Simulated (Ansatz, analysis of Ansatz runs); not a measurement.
# MgH2 (P4_2/mnm), nudged elastic band: V_Mg hop (3.5 Å) (q = −2), part 2 of 2

Aim: the barrier of one jump in MgH2 (P4_2/mnm) at charge −2: V_Mg hop (3.5 Å). The model is a cell of 72 host atoms with 1 Mg taken out; Mg is the atom that moves.

Ansatz 0.2.0; plane-wave PAW DFT, r2SCAN; nudged elastic band between two relaxed defect structures at fixed charge in a uniform background.

So far: Starting point; Relaxation of the start point, charge −2; Relaxation of the end point, charge −2.

## (4) Nudged elastic band, charge −2

5 movable images are laid between the ends on a pair-potential path, which keeps atoms from colliding in the first guess. Each image feels the true force across the path and a spring force along it. The highest image is set to climb to the top of the path.

This step: plane-wave PAW DFT, r2SCAN; nudged elastic band between two relaxed defect structures at fixed charge in a uniform background.

File qm2.neb/input.yaml:

```yaml
crystal:
  lattice:
    - [8.97000988, 0.0, 0.0]
    - [0.0, 8.97000988, 0.0]
    - [0.0, 0.0, 8.98962369]
  atoms:
    - { symbol: Mg, position: [0.24991181, 0.25034029, 0.16690948] }
    - { symbol: Mg, position: [-5.57e-05, 0.00043296, -0.00030021] }
    - { symbol: H, position: [0.34555578, 0.34584272, 0.00338783] }
    - { symbol: H, position: [0.40407324, 0.09948102, 0.16687293] }
    - { symbol: H, position: [0.15265508, 0.15314756, -0.00133014] }
    - { symbol: H, position: [0.0991232, 0.40460479, 0.16683985] }
    - { symbol: Mg, position: [0.2559357, 0.25636605, 0.50394151] }
    - { symbol: Mg, position: [-7.912e-05, 0.00041781, 0.33409797] }
    - { symbol: H, position: [0.34550858, 0.34586235, 0.33070079] }
    - { symbol: H, position: [0.40325216, 0.09729184, 0.4987037] }
    - { symbol: H, position: [0.15261867, 0.15312261, 0.33479282] }
    - { symbol: H, position: [0.09689626, 0.40370604, 0.49869243] }
    - { symbol: Mg, position: [0.25604551, 0.25645711, 0.82989536] }
    - { symbol: Mg, position: [-8.007e-05, 0.00042217, 0.66690737] }
    - { symbol: H, position: [0.34284296, 0.34321723, 0.66693721] }
    - { symbol: H, position: [0.40323047, 0.09728892, 0.83501946] }
    - { symbol: H, position: [0.14909486, 0.14959205, 0.66664142] }
    - { symbol: H, position: [0.09693145, 0.40372299, 0.83503768] }
    - { symbol: Mg, position: [0.25123958, 0.74908628, 0.16684273] }
    - { symbol: Mg, position: [-4.227e-05, 0.50038469, 0.00043696] }
    - { symbol: H, position: [0.34143087, 0.85646933, 0.00358822] }
    - { symbol: H, position: [0.40238547, 0.59788573, 0.16687894] }
    - { symbol: H, position: [0.14374595, 0.65896168, 0.0034442] }
    - { symbol: H, position: [0.09654082, 0.90388593, 0.16687033] }
    - { symbol: Mg, position: [0.25268419, 0.74768716, 0.4994373] }
    - { symbol: Mg, position: [-6.982e-05, 0.50036385, 0.33328281] }
    - { symbol: H, position: [0.34138272, 0.8565219, 0.33026983] }
    - { symbol: H, position: [0.39404321, 0.60681853, 0.47999448] }
    - { symbol: H, position: [0.14383563, 0.65891309, 0.33013639] }
    - { symbol: H, position: [0.09816962, 0.90213971, 0.49925296] }
    - { symbol: Mg, position: [0.2526236, 0.74763636, 0.83425633] }
    - { symbol: Mg, position: [-5.44e-05, 0.50036496, 0.66686485] }
    - { symbol: H, position: [0.3440046, 0.85308952, 0.66695397] }
    - { symbol: H, position: [0.39357499, 0.60639986, 0.85381223] }
    - { symbol: H, position: [0.1472291, 0.65630849, 0.66676968] }
    - { symbol: H, position: [0.09823869, 0.90221159, 0.83450344] }
    - { symbol: Mg, position: [0.74862613, 0.25172977, 0.16687749] }
    - { symbol: Mg, position: [0.49993181, 0.00040707, 0.00045738] }
    - { symbol: H, position: [0.85606818, 0.34185607, 0.00361655] }
    - { symbol: H, position: [0.90333077, 0.0969443, 0.16685684] }
    - { symbol: H, position: [0.65841182, 0.14432641, 0.00346648] }
    - { symbol: H, position: [0.59749821, 0.40296254, 0.16689135] }
    - { symbol: Mg, position: [0.74720081, 0.25317433, 0.49947136] }
    - { symbol: Mg, position: [0.49993673, 0.00036651, 0.33328869] }
    - { symbol: H, position: [0.85610787, 0.34181779, 0.33028259] }
    - { symbol: H, position: [0.90162962, 0.09863615, 0.49926503] }
    - { symbol: H, position: [0.65840172, 0.14437965, 0.33017242] }
    - { symbol: H, position: [0.60641201, 0.39460934, 0.48000082] }
    - { symbol: Mg, position: [0.74714626, 0.25314025, 0.83427931] }
    - { symbol: Mg, position: [0.49993583, 0.00036944, 0.66686541] }
    - { symbol: H, position: [0.85265127, 0.34448491, 0.66695735] }
    - { symbol: H, position: [0.9016797, 0.09871169, 0.83452655] }
    - { symbol: H, position: [0.65579032, 0.14774547, 0.6667915] }
    - { symbol: H, position: [0.60600675, 0.39418104, 0.8537851] }
    - { symbol: Mg, position: [0.75003515, 0.7504587, 0.1668308] }
    - { symbol: Mg, position: [0.49993982, 0.50042043, -0.00941004] }
    - { symbol: H, position: [0.84729774, 0.84767983, -0.00106353] }
    - { symbol: H, position: [0.90082748, 0.59619496, 0.16689654] }
    - { symbol: H, position: [0.65444199, 0.65494401, 0.00310107] }
    - { symbol: H, position: [0.59579589, 0.90129245, 0.16690303] }
    - { symbol: Mg, position: [0.74391386, 0.74432054, 0.5038266] }
    - { symbol: Mg, position: [0.4999676, 0.50043393, 0.34314881] }
    - { symbol: H, position: [0.847266, 0.84767341, 0.33507573] }
    - { symbol: H, position: [0.90301992, 0.59703824, 0.49871038] }
    - { symbol: H, position: [0.65443593, 0.65491276, 0.33033422] }
    - { symbol: H, position: [0.59665016, 0.90347224, 0.49870651] }
    - { symbol: Mg, position: [0.74392605, 0.74436372, 0.82979718] }
    - { symbol: H, position: [0.85078729, 0.85121873, 0.66710079] }
    - { symbol: H, position: [0.90301872, 0.59705631, 0.83505411] }
    - { symbol: H, position: [0.65711389, 0.6575846, 0.66675142] }
    - { symbol: H, position: [0.59663844, 0.90349086, 0.83507102] }
total_charge: -2
basis:
  ecutwfc: 500
  xc_grid: 2
hamiltonian:
  xc: r2scan
kpoints:
  mp_grid: { grid: [1, 1, 1], shift: [0.25, 0.25, 0.25] }
scf:
  occupations: { method: fixed }
  max_iter: 150
output:
  forces: true
neb:
  images: 5
  f_tol: 0.05
  climbing: true
  initial_path: idpp
  max_iterations: 45
  order_check: false
  final_atoms:
    - { symbol: Mg, position: [0.24919856, 0.24965637, 0.16796896] }
    - { symbol: Mg, position: [-0.00199532, -0.00154194, 0.00075198] }
[... 25 atom lines left out ...]
    - { symbol: H, position: [0.39644285, 0.59372151, 0.50069339] }
[... 5 atom lines left out ...]
    - { symbol: H, position: [0.39296676, 0.59102607, 0.83739307] }
[... 13 atom lines left out ...]
    - { symbol: H, position: [0.59326402, 0.39690725, 0.50068682] }
[... 5 atom lines left out ...]
    - { symbol: H, position: [0.59056292, 0.39343491, 0.8373752] }
[... 6 atom lines left out ...]
    - { symbol: Mg, position: [0.50182506, 0.50229094, 0.66808189] }
    - { symbol: Mg, position: [0.50174044, 0.50219252, 0.33324537] }
[... 1 atom line left out ...]
    - { symbol: H, position: [0.90634722, 0.59213507, 0.50068887] }
    - { symbol: H, position: [0.64270548, 0.64320338, 0.31324191] }
    - { symbol: H, position: [0.59169366, 0.90680879, 0.50069741] }
    - { symbol: Mg, position: [0.74910452, 0.74957148, 0.82461202] }
    - { symbol: H, position: [0.85556226, 0.85597003, 0.68810887] }
[... 1 atom line left out ...]
    - { symbol: H, position: [0.64286272, 0.64330793, 0.68775977] }
    - { symbol: H, position: [0.59456756, 0.90413706, 0.83703195] }
```

Started as:

```
ansatz run input.yaml --threads 8 --pin off --max-ram 14131MiB --backend cpu --events-out ev --progress --plain --runs-dir out
```

Numbers of over 12 decimals in the logs are rounded to 6 here.

What it wrote:

```text
[...]
Warning: neb: disabling space-group detection — the band's intermediate images generally break the endpoint symmetry, so the full k-mesh is solved, and no spatial operation symmetrises the density, except that a semilocal band can use its path's symmetry [...]
[...]
parallel-image band execution: 5 concurrent image workers
NEB image 0
Crystal: 71 atoms, lattice volume = 723.315 Å³
Basis set: ecut = 500 eV, 18333 PW (Γ), exchange–correlation on 144×144×144 points (8 copies of the dense FFT grid, shifted against one another)
Bands: 211, of which v1, the nominal top of the filled ones, is band 140 counted from 1 (139 counted from 0)
Symmetry: 1 space group operations
k-points: 1
[...]
SCF iter   1: F=-45080.902026 eV  HF=-45081.234211 eV  |F-HF|=3.32e-1  |Δ(HF+E_count)|=         —  Δρ=1.24e-2  dr2=1.26e0  dr2_τ=1.32e-1  ethr=1.77e-3  ⟨swp⟩=5.0  Hψ=600  notcnv=0  defer=68
[...]
SCF iter   7: F=-45081.238493 eV  HF=-45081.238493 eV  |F-HF|=2.11e-10  |Δ(HF+E_count)|=   1.06e-7  Δρ=9.27e-7  dr2=4.02e-9  dr2_τ=9.84e-11  ethr=3.57e-11  ⟨swp⟩=4.0  Hψ=543  notcnv=0
SCF 1 converged in 7 iterations: F = -45081.238493 eV  dr2 = 4.02e-9
[...]
NSCF: frozen V_eff on 1 k-points
NEB image 6
SCF iter   1: F=-45080.909292 eV  HF=-45081.240197 eV  |F-HF|=3.31e-1  |Δ(HF+E_count)|=         —  Δρ=1.24e-2  dr2=1.26e0  dr2_τ=1.32e-1  ethr=1.77e-3  ⟨swp⟩=5.0  Hψ=601  notcnv=0  defer=68
[...]
SCF iter   7: F=-45081.245080 eV  HF=-45081.245080 eV  |F-HF|=3.42e-10  |Δ(HF+E_count)|=   1.10e-7  Δρ=9.14e-7  dr2=4.16e-9  dr2_τ=9.78e-11  ethr=3.57e-11  ⟨swp⟩=4.0  Hψ=543  notcnv=0
SCF 2 converged in 7 iterations: F = -45081.245080 eV  dr2 = 4.16e-9
[...]
NEB end point (image 0): max|allowed force component| = 5.446e-3 eV/Å (the criterion of neb.relax_end_points is 1.000e-2)
NEB end point (image 6): max|allowed force component| = 6.430e-3 eV/Å (the criterion of neb.relax_end_points is 1.000e-2)
NEB image 1
SCF iter   1: F=-45080.305970 eV  HF=-45080.620629 eV  |F-HF|=3.15e-1  |Δ(HF+E_count)|=         —  Δρ=1.24e-2  dr2=1.24e0  dr2_τ=1.32e-1  ethr=1.77e-3  ⟨swp⟩=5.0  Hψ=601  notcnv=0  defer=68
[...]
SCF iter   7: F=-45080.631224 eV  HF=-45080.631224 eV  |F-HF|=2.03e-9  |Δ(HF+E_count)|=   2.07e-7  Δρ=1.05e-6  dr2=4.41e-9  dr2_τ=1.73e-10  ethr=3.57e-11  ⟨swp⟩=4.0  Hψ=543  notcnv=0
SCF 3 converged in 7 iterations: F = -45080.631224 eV  dr2 = 4.41e-9
NEB image 2
SCF iter   1: F=-45079.388884 eV  HF=-45079.703693 eV  |F-HF|=3.15e-1  |Δ(HF+E_count)|=         —  Δρ=1.23e-2  dr2=1.24e0  dr2_τ=1.33e-1  ethr=1.77e-3  ⟨swp⟩=5.0  Hψ=602  notcnv=0  defer=69
[...]
SCF iter   7: F=-45079.713334 eV  HF=-45079.713334 eV  |F-HF|=1.03e-8  |Δ(HF+E_count)|=   3.71e-7  Δρ=1.32e-6  dr2=1.23e-8  dr2_τ=3.62e-10  ethr=3.57e-11  ⟨swp⟩=4.0  Hψ=635  notcnv=0
SCF 4 converged in 7 iterations: F = -45079.713334 eV  dr2 = 1.23e-8
NEB image 3
SCF iter   1: F=-45078.679110 eV  HF=-45079.031774 eV  |F-HF|=3.53e-1  |Δ(HF+E_count)|=         —  Δρ=1.24e-2  dr2=1.28e0  dr2_τ=1.36e-1  ethr=1.77e-3  ⟨swp⟩=5.0  Hψ=603  notcnv=0  defer=68
[...]
SCF iter   7: F=-45079.026284 eV  HF=-45079.026284 eV  |F-HF|=1.68e-8  |Δ(HF+E_count)|=   7.19e-7  Δρ=1.55e-6  dr2=1.87e-8  dr2_τ=6.16e-10  ethr=3.57e-11  ⟨swp⟩=4.0  Hψ=635  notcnv=0
SCF 5 converged in 7 iterations: F = -45079.026284 eV  dr2 = 1.87e-8
NEB image 4
SCF iter   1: F=-45078.975596 eV  HF=-45079.334820 eV  |F-HF|=3.59e-1  |Δ(HF+E_count)|=         —  Δρ=1.24e-2  dr2=1.28e0  dr2_τ=1.36e-1  ethr=1.77e-3  ⟨swp⟩=5.0  Hψ=603  notcnv=0  defer=68
[...]
SCF iter   7: F=-45079.326009 eV  HF=-45079.326009 eV  |F-HF|=1.27e-8  |Δ(HF+E_count)|=   4.96e-7  Δρ=1.39e-6  dr2=1.54e-8  dr2_τ=4.70e-10  ethr=3.57e-11  ⟨swp⟩=4.0  Hψ=635  notcnv=0
SCF 6 converged in 7 iterations: F = -45079.326009 eV  dr2 = 1.54e-8
NEB image 5
SCF iter   1: F=-45080.242852 eV  HF=-45080.576241 eV  |F-HF|=3.33e-1  |Δ(HF+E_count)|=         —  Δρ=1.24e-2  dr2=1.26e0  dr2_τ=1.32e-1  ethr=1.77e-3  ⟨swp⟩=5.0  Hψ=601  notcnv=0  defer=68
[...]
SCF iter   7: F=-45080.578129 eV  HF=-45080.578129 eV  |F-HF|=2.88e-9  |Δ(HF+E_count)|=   1.92e-7  Δρ=1.06e-6  dr2=4.70e-9  dr2_τ=1.90e-10  ethr=3.57e-11  ⟨swp⟩=4.0  Hψ=543  notcnv=0
SCF 7 converged in 7 iterations: F = -45080.578129 eV  dr2 = 4.70e-9
NEB iter   1: max|band force component| = 4.051e0 eV/Å  barrier→ = 2.2122 eV  barrier← = 2.2188 eV  Δτ_max = 0.2000 Å  (49 SCF iters)
[...]
NEB iter   2: max|band force component| = 1.735e0 eV/Å  barrier→ = 1.1222 eV  barrier← = 1.1288 eV  Δτ_max = 0.1459 Å  (35 SCF iters)
[...]
NEB iter   3: max|band force component| = 4.940e-1 eV/Å  barrier→ = 0.9861 eV  barrier← = 0.9927 eV  CI = image 4  Δτ_max = 0.1389 Å  (31 SCF iters)
[...]
NEB iter   4: max|band force component| = 2.173e-1 eV/Å  barrier→ = 0.9822 eV  barrier← = 0.9888 eV  CI = image 4  Δτ_max = 0.0663 Å  (31 SCF iters)
[...]
NEB iter   5: max|band force component| = 8.536e-2 eV/Å  barrier→ = 0.9748 eV  barrier← = 0.9814 eV  CI = image 4  Δτ_max = 0.0444 Å  (27 SCF iters)
[...]
NEB iter   6: max|band force component| = 5.394e-2 eV/Å  barrier→ = 0.9723 eV  barrier← = 0.9789 eV  CI = image 4  Δτ_max = 0.0195 Å  (25 SCF iters)
[...]
NEB iter   7: max|band force component| = 2.190e-2 eV/Å  barrier→ = 0.9718 eV  barrier← = 0.9784 eV  CI = image 4  Δτ_max = 0.0000 Å  (25 SCF iters)
NEB image 4
[...]
SCF iter   2: F=-45080.266693 eV  HF=-45080.266693 eV  |F-HF|=3.26e-9  |Δ(HF+E_count)|=   4.50e-9  Δρ=6.58e-7  dr2=3.45e-9  dr2_τ=5.01e-11  ethr=3.08e-12  ⟨swp⟩=2.0  Hψ=355  notcnv=0
SCF 38 converged in 2 iterations: F = -45080.266693 eV  dr2 = 3.45e-9
[...]
SCF converged after 2 iterations
Free energy (F): -45080.266693 eV
[...]
Internal energy: -45080.266693 eV  (E = F + TS)
E sigma→0 (E₀):  -45080.266693 eV
Fermi energy:    1.649287 eV
[...]
--- Forces (eV/Å), atoms counted from 1 ---
  atom   1  Mg     0.00052798     0.00050882     0.00092206
  atom   2  Mg     0.00159166    -0.00042756     0.00489618
  [... 25 atoms left out ...]
  atom  28  H      0.00337303    -0.00043048    -0.00306310
  [... 19 atoms left out ...]
  atom  48  H      0.00249529     0.00185784    -0.00297238
  [... 12 atoms left out ...]
  atom  61  Mg     0.00068907     0.00316084     0.01614788
  atom  62  Mg     0.00401386     0.00039205     0.00324424
  [... 1 atom left out ...]
  atom  64  H      0.00231461     0.00105471    -0.00061899
  atom  65  H     -0.00090193     0.00157996    -0.00642106
  atom  66  H      0.00174651     0.00075506    -0.00269620
  atom  67  Mg     0.01158910    -0.00006204    -0.00273024
  atom  68  H     -0.00222523    -0.00309220    -0.00185571
  [... 1 atom left out ...]
  atom  70  H     -0.01390771    -0.00525168    -0.00268589
  [... 1 atom left out ...]
  max |Σ_I F_I| component: 1.94e-3 eV/Å
--- Band table (eV) ---
[...]
this run last wrote the band of iteration 7 to <dir>
--- NEB band (7 images, 7 band iterations, 223 SCF iterations) ---
  forward barrier  = 0.971800 eV
  backward barrier = 0.978387 eV
  climbing image's point = of an order that was not read
  energies are F+E_penalty+E_count in eV, relative to image 0
  image     s (Å)  Δ vs image 0  max|band force component| (eV/Å)
      0    0.0000      0.000000                                 —
      1    0.7311      0.173776                          8.823e-3
      2    1.4622      0.298636                          2.190e-2
      3    2.1932      0.604442                          1.894e-2
  *   4    2.9241      0.971800                          1.483e-2
      5    3.7059      0.358063                          8.807e-3
      6    4.4877     -0.006587                                 —
  climbing-image geometry (image 4):
  cell:  # Å, volume = 723.3148 Å³
    - [8.97000988, 0.0, 0.0]
    - [0.0, 8.97000988, 0.0]
    - [0.0, 0.0, 8.98962369]
  atoms:
    - { symbol: Mg, position: [0.246284, 0.246817, 0.164459] }
    - { symbol: Mg, position: [0.003093, 0.003666, 0.002092] }
    - { symbol: H, position: [0.348583, 0.349144, 0.000221] }
    - { symbol: H, position: [0.402156, 0.097053, 0.170211] }
    - { symbol: H, position: [0.155150, 0.155475, -0.003539] }
    - { symbol: H, position: [0.096353, 0.402483, 0.170120] }
    - { symbol: Mg, position: [0.249992, 0.250510, 0.503123] }
    - { symbol: Mg, position: [-0.004010, -0.003730, 0.334433] }
    - { symbol: H, position: [0.343189, 0.344204, 0.327783] }
    - { symbol: H, position: [0.399859, 0.098068, 0.499789] }
    - { symbol: H, position: [0.151177, 0.151679, 0.334113] }
    - { symbol: H, position: [0.097233, 0.400241, 0.499925] }
    - { symbol: Mg, position: [0.256885, 0.257550, 0.827771] }
    - { symbol: Mg, position: [-0.000627, -0.000579, 0.669681] }
    - { symbol: H, position: [0.345502, 0.346181, 0.661558] }
    - { symbol: H, position: [0.403223, 0.097161, 0.833687] }
    - { symbol: H, position: [0.149613, 0.149919, 0.668819] }
    - { symbol: H, position: [0.096351, 0.403708, 0.833734] }
    - { symbol: Mg, position: [0.247851, 0.751083, 0.165852] }
    - { symbol: Mg, position: [-0.000533, 0.499130, 0.003111] }
    - { symbol: H, position: [0.345172, 0.850235, 0.002099] }
    - { symbol: H, position: [0.395974, 0.595796, 0.150948] }
    - { symbol: H, position: [0.147769, 0.655244, 0.002758] }
    - { symbol: H, position: [0.104709, 0.909712, 0.166613] }
    - { symbol: Mg, position: [0.246153, 0.751763, 0.499729] }
    - { symbol: Mg, position: [-0.007977, 0.502387, 0.340156] }
    - { symbol: H, position: [0.342603, 0.847231, 0.331894] }
    - { symbol: H, position: [0.396695, 0.597832, 0.482336] }
    - { symbol: H, position: [0.148781, 0.653042, 0.332485] }
    - { symbol: H, position: [0.100218, 0.905778, 0.500417] }
    - { symbol: Mg, position: [0.250438, 0.748111, 0.834032] }
    - { symbol: Mg, position: [-0.005399, 0.504957, 0.666733] }
    - { symbol: H, position: [0.344936, 0.847569, 0.667084] }
    - { symbol: H, position: [0.396008, 0.603591, 0.829514] }
    - { symbol: H, position: [0.148745, 0.655353, 0.665088] }
    - { symbol: H, position: [0.105012, 0.906800, 0.839351] }
    - { symbol: Mg, position: [0.750538, 0.248442, 0.165709] }
    - { symbol: Mg, position: [0.498451, 0.000106, 0.003048] }
[...]
- { symbol: Mg, position: [0.751587, 0.245639, 0.499452] }
    - { symbol: Mg, position: [0.501954, -0.007373, 0.340095] }
[...]
- { symbol: Mg, position: [0.747572, 0.250915, 0.833812] }
    - { symbol: Mg, position: [0.504301, -0.004843, 0.666709] }
[...]
- { symbol: Mg, position: [0.745317, 0.745825, 0.189906] }
    - { symbol: Mg, position: [0.505535, 0.506004, -0.026638] }
[...]
- { symbol: Mg, position: [0.574373, 0.572444, 0.582481] }
    - { symbol: Mg, position: [0.489213, 0.489987, 0.305387] }
    - { symbol: H, position: [0.852987, 0.853534, 0.322731] }
    - { symbol: H, position: [0.891180, 0.583919, 0.504283] }
    - { symbol: H, position: [0.635737, 0.635342, 0.340971] }
    - { symbol: H, position: [0.583683, 0.892473, 0.504179] }
    - { symbol: Mg, position: [0.765808, 0.766661, 0.845178] }
    - { symbol: H, position: [0.858376, 0.858943, 0.690355] }
    - { symbol: H, position: [0.907522, 0.599225, 0.841361] }
    - { symbol: H, position: [0.659286, 0.660828, 0.720746] }
    - { symbol: H, position: [0.598615, 0.908039, 0.841498] }
```

Run time: 5.3 min. Hardware: 8 threads of Arm Neoverse V2, shared host; peak memory 5.8 GiB.

In the SCF lines HF is the Harris–Foulkes energy and dr2 the Hartree energy of the density residual, in eV; the loop may stop once dr2 is under the threshold and the program's other checks hold. Hψ counts applications of the Hamiltonian.

The path, image by image:

```
image  path (Å)  energy (eV)    Mg61: x, y, z (Å)
    0     0.000       0.0000  6.673, 6.677, 4.529
    1     0.731       0.1738  6.330, 6.328, 4.591
    2     1.462       0.2986  5.905, 5.886, 4.670
    3     2.193       0.6044  5.555, 5.509, 4.879
    4     2.924       0.9718  5.152, 5.135, 5.236
    5     3.706       0.3581  4.771, 4.765, 5.721
    6     4.488      -0.0066  4.501, 4.506, 6.006
```

Numbers from this step:

| Item | Value |
| --- | --- |
| free energy | -45080.2667 eV |
| barrier forward | 0.9718 eV |
| barrier backward | 0.9784 eV |
| end less start | -0.006587 eV |
| hop length | 3.407 Å |

Track of the atom that was set to move:

```
image  x (Å)  y (Å)  z (Å)  nearest neighbour  distance (Å)
    0  6.673  6.677  4.529                  H         1.832
    1   6.33  6.328  4.591                  H         1.797
    2  5.905  5.886   4.67                  H         1.751
    3  5.555  5.509  4.879                  H         1.698
    4  5.152  5.135  5.236                  H         1.659
    5  4.771  4.765  5.721                  H         1.726
    6  4.501  4.506  6.006                  H         1.798
```

The band met its tolerance of 0.05 eV/Å after 7 iterations, with image 4 on top (the start counts as 0). Mg61, which moves farthest between the ends, has 6 H at 1.83 to 2.01 Å nearest at the start and 3 H at 1.66 to 1.84 Å at the top.

## (5) Outcome

| Quantity | Value |
| --- | --- |
| barrier forward | 0.97 eV |
| barrier backward | 0.98 eV |
| end less start | -0.01 eV |
| hop length | 3.41 Å |
| band iterations, as the log counts them | 7 |

**Reading.** The top of the band lies 0.97 eV above the start and 0.98 eV above the end. With an assumed prefactor of 1e13 per second it gives one hop a second along this one path at about 380 K; whether such hops link up through the crystal wasn't checked. At the top Mg61 stands 1.66 Å from its nearest H, 0.17 Å closer than at the start. The order of the top as a saddle was not checked for all atoms, so a bent path could be lower. No image-charge correction is applied; it largely cancels along a path if the charge stays localised alike. Keep in mind: one k-point off the zone centre stands for the whole zone; periodic copies of the defect are only 9.0 Å apart.

[Logs are printed without paths, hosts, clocks, repeated set-up lines and the standing remarks that a program may print on its own settings, such as how far it seeks lower states.]

[Hosts, paths, dates, database ids (printed as entryN), source tags and the programs' standing remarks are cut or masked in the printed files.]
